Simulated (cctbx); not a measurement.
**Diagnosing a refinement**

Cell a = 11.0240 Å, b = 11.0870 Å, c = 7.4100 Å, α = 90.00°, β = 90.00°, γ = 90.00°; space group Pnnm (no. 58). The compound is LiCr2Cl5.

Simulated single-crystal data (cctbx): Cu Kα, λ = 1.54184 Å, to d = 0.8 Å, 70 % of the full sphere, strongest reflection 70000 counts, noise from counting, a 6 % proportional error and a noise floor of 4 counts (s.d.); no absorption.

An anisotropic refinement with weights 1/σ² prints:

```text
Rint 0.046, 1004 unique reflections to 0.80 A
cycle     R1     wR2    GooF  max shift (A)
   1  0.0388  0.1159   3.074   0.00377
   2  0.0204  0.0595   1.579   0.00006
final R1 0.0204 wR2 0.0595 GooF 1.579  parameters 44  data/parameter 22.8
atom        x        y        z      Ueq    occ   su(xyz)  su(Uiso or U11)
Cr1    0.36571  0.87141  0.00000   0.0085  1.000  0.00004  0.0002
Cr2    0.50000  0.50000  0.21623   0.0080  1.000  0.00006  0.0002
Cl1    0.13639  0.92165  0.00000   0.0045  1.000  0.00005  0.0003
Cl2    0.16746  0.91986  0.50000   0.0087  1.000  0.00006  0.0003
Cl3    0.60222  0.90594  0.00000   0.0074  1.000  0.00006  0.0003
Cl4    0.88809  0.79560  0.24933   0.0084  1.000  0.00005  0.0002
Li1    0.76516  0.77460  0.00000   0.0085  1.000  0.00038  0.0018
difference map: max 0.33 min -0.70 rms 0.09
Q1    0.1869  0.6265  0.0000    4    0.34  2.80 A from Cl2
Q2    0.0084  0.0835  0.5000    4    0.33  1.85 A from Cr2
Q3    0.1853  0.8510  0.5000    4    0.33  0.79 A from Cl2
Q4    0.1505  0.6273  0.4530    8    0.33  0.74 A from Cl3
Q5    0.1715  0.4742  0.1904    8    0.31  2.35 A from Cl2
Q6    0.0729  0.5994  0.4590    8    0.30  0.45 A from Cl3
```

Q: Accept it or mend it, and why?

Mend it. The fault: dispersion terms of the wrong wavelength (0.71073 Å). Against the right model at the same level, R1 goes from 0.0143 to 0.0204 and GooF from 0.93 to 1.58 and a hole of -0.7 e/Å³ opens. f′ and f″ must be those of the data's wavelength; the error mimics a mistyped heavy atom. The signs are weak, and the output alone doesn't single this fault out.

The compound is LiCr2Cl5. The right model at the same level gives:

```text
Rint 0.046, 1004 unique reflections to 0.80 A
cycle     R1     wR2    GooF  max shift (A)
   1  0.0275  0.0845   2.241   0.00313
   2  0.0143  0.0352   0.933   0.00000
final R1 0.0143 wR2 0.0352 GooF 0.933  parameters 44  data/parameter 22.8
atom        x        y        z      Ueq    occ   su(xyz)  su(Uiso or U11)
Cr1    0.36573  0.87140  0.00000   0.0075  1.000  0.00002  0.0001
Cr2    0.50000  0.50000  0.21628   0.0073  1.000  0.00003  0.0001
Cl1    0.13636  0.92169  0.00000   0.0062  1.000  0.00003  0.0002
Cl2    0.16743  0.91981  0.50000   0.0105  1.000  0.00003  0.0002
Cl3    0.60212  0.90600  0.00000   0.0090  1.000  0.00003  0.0002
Cl4    0.88809  0.79557  0.24935   0.0101  1.000  0.00003  0.0001
Li1    0.76478  0.77488  0.00000   0.0083  1.000  0.00022  0.0011
difference map: max 0.23 min -0.26 rms 0.07
Q1    0.1182  0.7561  0.3049    8    0.24  2.20 A from Li1
Q2    0.0734  0.0224  0.5000    4    0.23  1.54 A from Cl2
Q3    0.0598  0.8340  0.5000    4    0.23  1.52 A from Cl2
Q4    0.1815  0.9173  0.3238    8    0.22  1.32 A from Cl2
Q5    0.1872  0.8471  0.5000    4    0.22  0.83 A from Cl2
Q6    0.1973  0.7515  0.0000    4    0.22  2.00 A from Cl1
```

This is a model crystal, built by substitution and not relaxed, with assumed displacement parameters.

[Middle refinement cycles are left out of these outputs.]

[Logs are printed without paths, hosts, clocks, repeated set-up lines and the standing remarks that a program may print on its own settings, such as how far it seeks lower states.]
